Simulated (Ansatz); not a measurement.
# What BiN (model cell, started as CsCl type) distorts into, part 2 of 3

Which phase does BiN (model cell, started as CsCl type) fall into along its unstable mode, and how much energy does it gain?

Ansatz 0.2.0; DFT PBEsol, scalar-relativistic, plane waves, PAW.

So far, highest frequency on path, mesh or solved points (cm⁻¹): step 2 (phonons on a q mesh) 321. Also lowest frequency on the path (cm⁻¹): step 2 -256.

The structure was built from a prototype and need not be the compound's stable phase.

### 4. The mode frozen in, largest atomic shift 0.32 Å

The atoms are moved along the unstable eigenvector, the largest shift by 0.32 Å, with the cell fixed.

Contents of input.yaml:

```yaml
crystal:
  lattice:
    - [-3.1375731501, 0.0, 0.0]
    - [0.0, -3.1375731501, -3.1375731501]
    - [0.0, -3.1375731501, 3.1375731501]
  atoms:
    - { symbol: Bi, position: [0.0, 0.5056870897, 0.5] }
    - { symbol: Bi, position: [0.0, 0.9943129103, 1.0] }
    - { symbol: "N", position: [0.5, -0.072117576, 0.5] }
    - { symbol: "N", position: [0.5, 0.572117576, 0.0] }
kpoints:
  mp_grid: { grid: [14, 10, 10] }
hamiltonian:
  xc: pbesol
scf:
  occupations: { method: methfessel_paxton, width: 0.2 }
output:
  forces: true
  stress: true
  eigenvalues: true
```

Started as:

```bash
$ ansatz run input.yaml --threads 4 --pin off --max-ram 7168MiB --backend cpu --events-out ev --progress --plain --runs-dir out
```

Log:

```text
[...]
Crystal: 4 atoms, lattice volume = 61.775 Å³
Basis set: ecut = 420 eV, 1195 PW (Γ), exchange–correlation on 48×60×60 points (8 copies of the dense FFT grid, shifted against one another)
Bands: 24, of which v1, the nominal top of the filled ones, is band 20 counted from 1 (19 counted from 0)
Symmetry: 8 space group operations
[...]
k-points: 288 of 1400
[...]
--- Band table (eV; the first three rows and the last of 288) ---
  k-point 0: bands = [... 16 lower, 11.8261, 12.3172, 12.6289, 13.7278, 17.1441, 17.2515, 20.8949, 21.5406]
  k-point 1: bands = [... 16 lower, 11.8842, 12.1510, 12.7876, 13.7060, 17.1232, 17.2797, 20.4683, 20.9972]
  k-point 2: bands = [... 16 lower, 11.7265, 12.0529, 13.2027, 13.6340, 16.9992, 17.3178, 19.5598, 20.1856]
  k-point 287: bands = [... 16 lower, 8.1283, 8.1283, 13.9152, 13.9152, 17.6086, 17.6086, 17.9766, 17.9766]
[key lines of the parts left out:]
SCF converged after 7 iterations
Free energy (F): -25236.166225 eV
Fermi energy:    14.237286 eV
P = ⅓ Tr σ = 3.6692 GPa (36.692 kbar)
```

It took 5.1 s on 4 threads of Arm Neoverse V2, shared host; peak memory 0.58 GiB.

Read from the output:

```yaml
pressure: 3.669 GPa
energy_from_the_undistorted_cell: -35.64 meV/atom
```

The energy, extrapolated to zero smearing, is -35.64 meV/atom against the undistorted cell.

The run ends at a pressure of 3.67 GPa, with forces up to 0.71 eV/Å.

### 5. Energy along the mode, all amplitudes (two of the runs are shown above)

An imaginary frequency means negative curvature, so the energy should fall and then rise again as anharmonic terms take over.

This step gave:

```yaml
depth_at_the_lowest_point_sampled: 35.64 meV/atom
largest_atomic_shift_at_that_point: 0.32 Å
```

Energy from the parent against largest atomic shift:

```
largest atomic shift (Å)  energy from the parent (meV/atom)
                   0.000                                  0
                   0.040                              -1.78
                   0.080                              -6.31
                   0.140                              -16.1
                   0.220                              -30.5
                   0.320                              -35.6
                   0.450                              -1.44
                   0.600                                103
```

Displacement at unit largest shift by atom:

```
atom  x (Å)   y (Å)   z (Å)   size
 Bi1  0.000  -0.056  -0.056  0.079
 Bi2  0.000   0.056   0.056  0.079
  N3  0.000   0.707   0.707  1.000
  N4  0.000  -0.707  -0.707  1.000
```

The lowest step is at 0.32 Å, 35.6 meV/atom below the parent, and the energy rises beyond it.

### 6. Relaxation from the frozen mode

Starting from the lowest point found, all atoms and the cell are let go, so that strain and other modes of the same symmetry can join in.

input.yaml, as its differences from that of step 4:

```diff
@@ -20 +20,6 @@
   eigenvalues: true
+relax:
+  adjacent_minimum: "off"
+  f_tol: 0.002
+  max_steps: 120
+  cell: { stress_tol: 0.03 }
```

Log:

```text
[...]
Crystal: 4 atoms, lattice volume = 61.775 Å³
Basis set: ecut = 420 eV, 1195 PW (Γ), exchange–correlation on 48×60×60 points (8 copies of the dense FFT grid, shifted against one another)
Bands: 24, of which v1, the nominal top of the filled ones, is band 20 counted from 1 (19 counted from 0)
Symmetry: 8 space group operations
[...]
k-points: 288 of 1400
[...]
SCF iter   1: F=—  HF=-25236.196824 eV  |F-HF|=—  |Δ(HF+E_count)|=         —  Δρ=1.43e-2  dr2=1.57e-1  ethr=1.77e-3  ⟨swp⟩=5.4  Hψ=30294  notcnv=0
[...]
SCF iter   7: F=-25236.166225 eV  HF=-25236.166225 eV  |F-HF|=3.69e-9  |Δ(HF+E_count)|=   1.06e-8  S|Δr|=    0.00e0  Δρ=2.67e-6  dr2=7.37e-9  ethr=2.50e-10  ⟨swp⟩=5.8  Hψ=31274  notcnv=0
SCF 1 converged in 7 iterations: F = -25236.166225 eV  dr2 = 7.37e-9
[...]
relax step   1: F+E_penalty+E_count = -25236.16622497 eV  Δ(F+E_penalty+E_count) = +0.000e0 eV  max|allowed force component| = 5.043e-1 eV/Å  Δτ_max = 0.0000 Å  P = +3.669 GPa  Ω = 61.775 Å³  (7 SCF iters, dr2 threshold 1.00e-7 eV, accepted)
Crystal: 4 atoms, lattice volume = 66.697 Å³
Basis set: ecut = 420 eV, 1291 PW (Γ), exchange–correlation on 48×60×60 points (8 copies of the dense FFT grid, shifted against one another)
[...]
SCF iter   6: F=-25236.097149 eV  HF=-25236.097149 eV  |F-HF|=1.50e-7  |Δ(HF+E_count)|=   1.51e-7  S|Δr|=    0.00e0  Δρ=1.94e-5  dr2=3.74e-7  ethr=1.00e-9  ⟨swp⟩=7.1  Hψ=34440  notcnv=0
SCF 2 converged in 6 iterations: F = -25236.097149 eV  dr2 = 3.74e-7
[...]
relax step   2: F+E_penalty+E_count = -25236.09714877 eV  Δ(F+E_penalty+E_count) = +6.908e-2 eV  max|allowed force component| = 6.885e-1 eV/Å  Δτ_max = 0.1971 Å  P = +0.270 GPa  Ω = 66.697 Å³  energy of the carried Pulay correction = -1.011e-2 eV  (6 SCF iters, dr2 threshold 4.00e-7 eV, rejected (line search))
Crystal: 4 atoms, lattice volume = 64.385 Å³
Basis set: ecut = 420 eV, 1247 PW (Γ), exchange–correlation on 48×60×60 points (8 copies of the dense FFT grid, shifted against one another)
[...]
SCF iter  10: F=-25236.272144 eV  HF=-25236.272144 eV  |F-HF|=1.46e-11  |Δ(HF+E_count)|=  1.09e-11  S|Δr|=    0.00e0  Δρ=4.41e-8  dr2=2.22e-12  ethr=1.00e-12  ⟨swp⟩=6.0  Hψ=32193  notcnv=0
SCF 3 converged in 10 iterations: F = -25236.272144 eV  dr2 = 2.22e-12
relax step   3: F+E_penalty+E_count = -25236.27214432 eV  Δ(F+E_penalty+E_count) = -1.059e-1 eV  max|allowed force component| = 1.843e-1 eV/Å  Δτ_max = 0.0636 Å  P = +0.224 GPa  Ω = 64.385 Å³  energy of the carried Pulay correction = -5.461e-3 eV  (10 SCF iters, accepted)
[... from here on, the SCF cycles and remarks between the steps are left out ...]
relax step   4: F+E_penalty+E_count = -25236.28416404 eV  Δ(F+E_penalty+E_count) = -1.202e-2 eV  max|allowed force component| = 9.617e-2 eV/Å  Δτ_max = 0.0246 Å  P = -0.205 GPa  Ω = 65.274 Å³  energy of the carried Pulay correction = -7.271e-3 eV  (5 SCF iters, dr2 threshold 4.00e-7 eV, accepted)
relax step   5: F+E_penalty+E_count = -25236.28922552 eV  Δ(F+E_penalty+E_count) = -5.061e-3 eV  max|allowed force component| = 3.917e-2 eV/Å  Δτ_max = 0.0277 Å  P = +0.604 GPa  Ω = 65.685 Å³  energy of the carried Pulay correction = -8.099e-3 eV  (5 SCF iters, dr2 threshold 4.00e-7 eV, accepted)
relax step   6: F+E_penalty+E_count = -25236.28702309 eV  Δ(F+E_penalty+E_count) = +2.202e-3 eV  max|allowed force component| = 8.318e-2 eV/Å  Δτ_max = 0.0136 Å  P = -0.792 GPa  Ω = 66.636 Å³  energy of the carried Pulay correction = -9.993e-3 eV  (5 SCF iters, dr2 threshold 4.00e-7 eV, rejected (line search))
relax step   7: F+E_penalty+E_count = -25236.28962611 eV  Δ(F+E_penalty+E_count) = -4.006e-4 eV  max|allowed force component| = 1.606e-3 eV/Å  Δτ_max = 0.0042 Å  P = +0.110 GPa  Ω = 66.043 Å³  energy of the carried Pulay correction = -8.815e-3 eV  (8 SCF iters, accepted)
relax step   8: F+E_penalty+E_count = -25236.28941015 eV  Δ(F+E_penalty+E_count) = +2.160e-4 eV  max|allowed force component| = 2.067e-3 eV/Å  Δτ_max = 0.0036 Å  P = +0.009 GPa  Ω = 66.238 Å³  energy of the carried Pulay correction = -9.204e-3 eV  (4 SCF iters, dr2 threshold 1.54e-7 eV, accepted)
relax step   9: F+E_penalty+E_count = -25236.28944098 eV  Δ(F+E_penalty+E_count) = -3.083e-5 eV  max|allowed force component| = 2.099e-3 eV/Å  Δτ_max = 0.0006 Å  P = -0.003 GPa  Ω = 66.250 Å³  energy of the carried Pulay correction = -9.228e-3 eV  (4 SCF iters, dr2 threshold 5.94e-9 eV, accepted)
relax step  10: F+E_penalty+E_count = -25236.29426165 eV  Δ(F+E_penalty+E_count) = -4.821e-3 eV  max|allowed force component| = 2.591e-2 eV/Å  Δτ_max = 0.0124 Å  P = +0.447 GPa  Ω = 66.391 Å³  energy of the carried Pulay correction = -9.507e-3 eV  (7 SCF iters, dr2 threshold 7.67e-9 eV, accepted)
relax step  11: F+E_penalty+E_count = -25236.30785262 eV  Δ(F+E_penalty+E_count) = -1.359e-2 eV  max|allowed force component| = 1.252e-1 eV/Å  Δτ_max = 0.0074 Å  P = +1.428 GPa  Ω = 66.366 Å³  energy of the carried Pulay correction = -9.458e-3 eV  (5 SCF iters, dr2 threshold 4.00e-7 eV, accepted)
relax step  12: F+E_penalty+E_count = -25236.33457478 eV  Δ(F+E_penalty+E_count) = -2.672e-2 eV  max|allowed force component| = 1.390e-1 eV/Å  Δτ_max = 0.0570 Å  P = +1.617 GPa  Ω = 65.987 Å³  energy of the carried Pulay correction = -8.704e-3 eV  (5 SCF iters, dr2 threshold 4.00e-7 eV, accepted)
relax step  13: F+E_penalty+E_count = -25236.22799952 eV  Δ(F+E_penalty+E_count) = +1.066e-1 eV  max|allowed force component| = 3.278e-1 eV/Å  Δτ_max = 0.0923 Å  P = -3.750 GPa  Ω = 66.690 Å³  energy of the carried Pulay correction = -1.010e-2 eV  (6 SCF iters, dr2 threshold 4.00e-7 eV, rejected (line search))
relax step  14: F+E_penalty+E_count = -25236.33400081 eV  Δ(F+E_penalty+E_count) = +5.740e-4 eV  max|allowed force component| = 7.745e-2 eV/Å  Δτ_max = 0.0415 Å  P = -0.191 GPa  Ω = 66.226 Å³  energy of the carried Pulay correction = -9.180e-3 eV  (10 SCF iters, rejected (line search))
relax step  15: F+E_penalty+E_count = -25236.33923047 eV  Δ(F+E_penalty+E_count) = -4.656e-3 eV  max|allowed force component| = 3.575e-2 eV/Å  Δτ_max = 0.0252 Å  P = -0.406 GPa  Ω = 66.541 Å³  energy of the carried Pulay correction = -9.805e-3 eV  (9 SCF iters, accepted)
[...]
relax step  31: F+E_penalty+E_count = -25236.60901297 eV  Δ(F+E_penalty+E_count) = -6.515e-2 eV  max|allowed force component| = 5.294e-3 eV/Å  Δτ_max = 0.0000 Å  P = +0.652 GPa  Ω = 73.543 Å³  stress off target by 2.00e0 GPa  SCF on the basis re-selected at this cell (its energy is not comparable with the rows above)  (7 SCF iters)
relax step  32: F+E_penalty+E_count = -25236.62562262 eV  Δ(F+E_penalty+E_count) = -1.661e-2 eV  max|allowed force component| = 1.568e-2 eV/Å  Δτ_max = 0.0404 Å  P = +0.613 GPa  Ω = 75.109 Å³  energy of the carried Pulay correction = -3.117e-3 eV  (5 SCF iters, dr2 threshold 4.00e-7 eV, accepted)
relax step  33: F+E_penalty+E_count = -25236.63741044 eV  Δ(F+E_penalty+E_count) = -1.179e-2 eV  max|allowed force component| = 3.638e-2 eV/Å  Δτ_max = 0.0900 Å  P = +0.342 GPa  Ω = 77.814 Å³  energy of the carried Pulay correction = -9.576e-3 eV  (6 SCF iters, dr2 threshold 4.00e-7 eV, accepted)
relax step  34: F+E_penalty+E_count = -25236.63665112 eV  Δ(F+E_penalty+E_count) = +7.593e-4 eV  max|allowed force component| = 7.467e-2 eV/Å  Δτ_max = 0.1184 Å  P = +0.240 GPa  Ω = 80.168 Å³  energy of the carried Pulay correction = -1.648e-2 eV  (6 SCF iters, dr2 threshold 4.00e-7 eV, accepted)
relax step  35: F+E_penalty+E_count = -25236.63242666 eV  Δ(F+E_penalty+E_count) = +4.224e-3 eV  max|allowed force component| = 1.017e-1 eV/Å  Δτ_max = 0.0533 Å  P = -1.307 GPa  Ω = 81.186 Å³  energy of the carried Pulay correction = -1.986e-2 eV  (6 SCF iters, dr2 threshold 4.00e-7 eV, rejected (line search))
relax step  36: F+E_penalty+E_count = -25236.64005989 eV  Δ(F+E_penalty+E_count) = -3.409e-3 eV  max|allowed force component| = 1.818e-2 eV/Å  Δτ_max = 0.0256 Å  P = -0.114 GPa  Ω = 80.073 Å³  energy of the carried Pulay correction = -1.617e-2 eV  (9 SCF iters, accepted)
relax step  37: F+E_penalty+E_count = -25236.64103486 eV  Δ(F+E_penalty+E_count) = -9.750e-4 eV  max|allowed force component| = 1.120e-2 eV/Å  Δτ_max = 0.0430 Å  P = -0.022 GPa  Ω = 80.179 Å³  energy of the carried Pulay correction = -1.650e-2 eV  (6 SCF iters, dr2 threshold 1.32e-7 eV, accepted)
relax step  38: F+E_penalty+E_count = -25236.64033402 eV  Δ(F+E_penalty+E_count) = +7.008e-4 eV  max|allowed force component| = 6.141e-3 eV/Å  Δτ_max = 0.0451 Å  P = -0.036 GPa  Ω = 80.596 Å³  energy of the carried Pulay correction = -1.787e-2 eV  (7 SCF iters, dr2 threshold 1.72e-8 eV, accepted)
relax step  39: F+E_penalty+E_count = -25236.64117211 eV  Δ(F+E_penalty+E_count) = -8.381e-4 eV  max|allowed force component| = 1.441e-3 eV/Å  Δτ_max = 0.0034 Å  P = +0.040 GPa  Ω = 80.351 Å³  energy of the carried Pulay correction = -1.707e-2 eV  (5 SCF iters, dr2 threshold 1.28e-8 eV, accepted)
relax step  40: F+E_penalty+E_count = -25236.64076727 eV  Δ(F+E_penalty+E_count) = +4.048e-4 eV  max|allowed force component| = 7.955e-4 eV/Å  Δτ_max = 0.0096 Å  P = +0.003 GPa  Ω = 80.492 Å³  energy of the carried Pulay correction = -1.753e-2 eV  (6 SCF iters, dr2 threshold 8.88e-9 eV, accepted)
relax step  41: F+E_penalty+E_count = -25236.64045704 eV  Δ(F+E_penalty+E_count) = +3.102e-4 eV  max|allowed force component| = 1.904e-4 eV/Å  Δτ_max = 0.0117 Å  P = -0.001 GPa  Ω = 80.592 Å³  energy of the carried Pulay correction = -1.786e-2 eV  (9 SCF iters, accepted)
relax step  42: F+E_penalty+E_count = -25236.66677845 eV  Δ(F+E_penalty+E_count) = -2.632e-2 eV  max|allowed force component| = 1.378e-3 eV/Å  Δτ_max = 0.0000 Å  P = +0.123 GPa  Ω = 80.592 Å³  stress off target by 5.20e-1 GPa  SCF on the basis re-selected at this cell (its energy is not comparable with the rows above)  (7 SCF iters)
relax step  43: F+E_penalty+E_count = -25236.66705253 eV  Δ(F+E_penalty+E_count) = -2.741e-4 eV  max|allowed force component| = 7.432e-3 eV/Å  Δτ_max = 0.0687 Å  P = +0.072 GPa  Ω = 81.540 Å³  energy of the carried Pulay correction = -1.579e-3 eV  (6 SCF iters, dr2 threshold 4.00e-7 eV, accepted)
relax step  44: F+E_penalty+E_count = -25236.66660405 eV  Δ(F+E_penalty+E_count) = +4.485e-4 eV  max|allowed force component| = 3.411e-3 eV/Å  Δτ_max = 0.0124 Å  P = +0.026 GPa  Ω = 81.858 Å³  energy of the carried Pulay correction = -2.139e-3 eV  (5 SCF iters, dr2 threshold 7.63e-8 eV, accepted)
relax step  45: F+E_penalty+E_count = -25236.66662588 eV  Δ(F+E_penalty+E_count) = -2.183e-5 eV  max|allowed force component| = 3.079e-4 eV/Å  Δτ_max = 0.0043 Å  P = -0.013 GPa  Ω = 81.865 Å³  energy of the carried Pulay correction = -2.153e-3 eV  (4 SCF iters, dr2 threshold 4.78e-8 eV, accepted)
relax step  46: F+E_penalty+E_count = -25236.66669225 eV  Δ(F+E_penalty+E_count) = -6.636e-5 eV  max|allowed force component| = 7.749e-4 eV/Å  Δτ_max = 0.0026 Å  P = +0.007 GPa  Ω = 81.829 Å³  energy of the carried Pulay correction = -2.088e-3 eV  (5 SCF iters, dr2 threshold 2.40e-9 eV, accepted)
relax step  47: F+E_penalty+E_count = -25236.66891827 eV  Δ(F+E_penalty+E_count) = -2.226e-3 eV  max|allowed force component| = 6.841e-4 eV/Å  Δτ_max = 0.0000 Å  P = +0.010 GPa  Ω = 81.829 Å³  stress off target by 4.07e-2 GPa  SCF on the basis re-selected at this cell (its energy is not comparable with the rows above)  (5 SCF iters)
relax step  48: F+E_penalty+E_count = -25236.66881334 eV  Δ(F+E_penalty+E_count) = +1.049e-4 eV  max|allowed force component| = 7.092e-4 eV/Å  Δτ_max = 0.0057 Å  P = +0.009 GPa  Ω = 81.904 Å³  energy of the carried Pulay correction = -1.166e-4 eV  (6 SCF iters, dr2 threshold 4.15e-9 eV, accepted)
[...]
SCF iter   5: F=-25236.668922 eV  HF=-25236.668922 eV  |F-HF|=1.82e-11  |Δ(HF+E_count)|=  1.46e-11  S|Δr|=    0.00e0  Δρ=7.28e-8  dr2=4.90e-12  ethr=1.00e-12  ⟨swp⟩=5.2  Hψ=35181  notcnv=0
SCF 49 converged in 5 iterations: F = -25236.668922 eV  dr2 = 4.90e-12
relax step  49: F+E_penalty+E_count = -25236.66892170 eV  Δ(F+E_penalty+E_count) = -1.084e-4 eV  max|allowed force component| = 6.986e-4 eV/Å  Δτ_max = 0.0000 Å  P = +0.009 GPa  Ω = 81.904 Å³  stress off target by 1.39e-2 GPa  SCF on the basis re-selected at this cell (its energy is not comparable with the rows above)  (5 SCF iters)
[...]
SCF converged after 5 iterations
[...]
Free energy (F): -25236.668922 eV
[...]
Internal energy: -25236.671154 eV  (E = F + TS)
E sigma→0 (E₀):  -25236.669480 eV
Entropy (-TS):   0.002232 eV (0.558 meV/atom)
Fermi energy:    9.247534 eV
[...]
--- Forces (eV/Å), atoms counted from 1 ---
  atom   1  Bi     0.00000000     0.00068543     0.00068543
  atom   2  Bi     0.00000000    -0.00068543    -0.00068543
  atom   3  N      0.00000000    -0.00069857    -0.00069857
  atom   4  N      0.00000000     0.00069857     0.00069857
  max |Σ_I F_I| component: 1.11e-16 eV/Å
--- Stress (GPa, compression-positive) ---
        0.009045      -0.000000      -0.000000
       -0.000000       0.008744       0.005136
       -0.000000       0.005136       0.008744
  P = ⅓ Tr σ = 0.0088 GPa (0.088 kbar)
--- Band table (eV; the first three rows and the last of 288) ---
  k-point 0: bands = [... 16 lower, 6.7335, 6.9166, 6.9419, 7.8737, 10.9758, 14.0757, 14.2139, 14.6472]
  k-point 1: bands = [... 16 lower, 6.7304, 6.9084, 6.9369, 7.7976, 10.9929, 13.5395, 14.2487, 14.8813]
  k-point 2: bands = [... 16 lower, 6.7177, 6.8846, 6.9230, 7.5754, 11.0458, 12.8350, 14.3474, 14.9774]
  k-point 287: bands = [... 16 lower, 4.6982, 4.6982, 8.3355, 8.3355, 10.4044, 10.4044, 14.8742, 14.8742]
--- Relaxed structure (44 steps of the walk, 37 accepted, 5 SCFs on fresh bases) ---
  F+E_penalty+E_count = -25236.66892170 eV   max|allowed force component| = 6.986e-4 eV/Å   (the final SCF, on the basis selected at the relaxed cell)
  cell:  # Å, volume = 81.9036 Å³
    - [-3.359019, 0, 0]
    - [0, -2.565537, -2.565537]
    - [0, -4.752060, 4.752060]
  atoms:
    - { symbol: Bi, position: [0, 0.673424, 0.5] }
    - { symbol: Bi, position: [0, 0.826576, 1.000000] }
    - { symbol: N, position: [0.5, 0.053999, 0.500000] }
    - { symbol: N, position: [0.5, 0.446001, 0.0] }
```

Wall time 5 min (4 threads); peak memory 0.72 GiB.

Relaxation path (22 of 49):

```
step  energy less that of the first step (eV)  largest force component (eV/Å)  pressure (GPa)  volume (Å³)
   1                                   0.0000                          0.5043            3.67        61.77
   3                                  -0.1059                          0.1843            0.22        64.38
   6                                  -0.1208                          0.0832           -0.79        66.64
   8                                  -0.1232                          0.0021            0.01        66.24
  10                                  -0.1280                          0.0259            0.45        66.39
  12                                  -0.1683                          0.1390            1.62        65.99
  15                                  -0.1730                          0.0358           -0.41        66.54
  17                                  -0.1742                          0.0058           -0.08        66.42
 19*                                  -0.2710                          0.0028            1.52        66.40
  22                                  -0.3757                          0.0701            0.92        71.38
  24                                  -0.3710                          0.0614           -1.29        73.60
  26                                  -0.3783                          0.0286            0.37        73.15
  28                                  -0.3742                          0.0654           -0.86        73.86
 31*                                  -0.4428                          0.0053            0.65        73.54
  33                                  -0.4712                          0.0364            0.34        77.81
  35                                  -0.4662                          0.1017           -1.31        81.19
  38                                  -0.4741                          0.0061           -0.04        80.60
  40                                  -0.4745                          0.0008            0.00        80.49
 42*                                  -0.5006                          0.0014            0.12        80.59
  44                                  -0.5004                          0.0034            0.03        81.86
 47*                                  -0.5027                          0.0007            0.01        81.83
 49*                                  -0.5027                          0.0007            0.01        81.90
```

Relaxation steps marked * repeat the geometry before them on a plane-wave basis chosen anew for their cell, so energy and pressure can jump there. Other such steps can lie between the rows shown. Relaxation steps 2, 6, 13, 14, 23, 28, 35 were tried and not accepted.

Forces are held to the 8 operations that the program found; a distortion that breaks them can't arise in this run.

| cell as run | before | after | change |
| --- | --- | --- | --- |
| a (Å) | 3.138 | 3.359 | +7.1 % |
| b (Å) | 4.437 | 3.628 | -18.2 % |
| c (Å) | 4.437 | 6.720 | +51.5 % |
| volume (Å³/atom) | 15.44 | 20.48 | +32.6 % |

The atoms that moved most (Å, as changes of fractional coordinates times the final cell):

```
atom     dx      dy      dz  length
 Bi2  0.000   0.430   0.430   0.609
 Bi1  0.000  -0.430  -0.430   0.609
  N3  0.000  -0.324  -0.324   0.458
  N4  0.000   0.324   0.324   0.458
```

Final coordinates:

```
Bi N
1.0
    -3.35902    0.00000    0.00000
     0.00000   -2.56554   -2.56554
     0.00000   -4.75206    4.75206
Bi N
2 2
Direct
  0.00000 0.67342 0.50000
  0.00000 0.82658 0.00000
  0.50000 0.05400 0.50000
  0.50000 0.44600 0.00000
```

This step gave:

| Property | Result |
| --- | --- |
| pressure | 0.008844 GPa |
| volume per atom | 20.48 Å³ |

The distorted start has space group Pmma; the relaxation ends in Pmma.

[end of part 2 of 3]

[Long decimals in the printed logs are rounded to 6 places.]

[Logs are printed without paths, hosts, clocks, repeated set-up lines and the standing remarks that a program may print on its own settings, such as how far it seeks lower states.]

[Hosts, paths, dates, database ids (printed as entryN), source tags and the programs' standing remarks are cut or masked in the printed files.]

[Where the starting crystal was built by hand or by swapping elements, it need not be the compound's stable phase.]
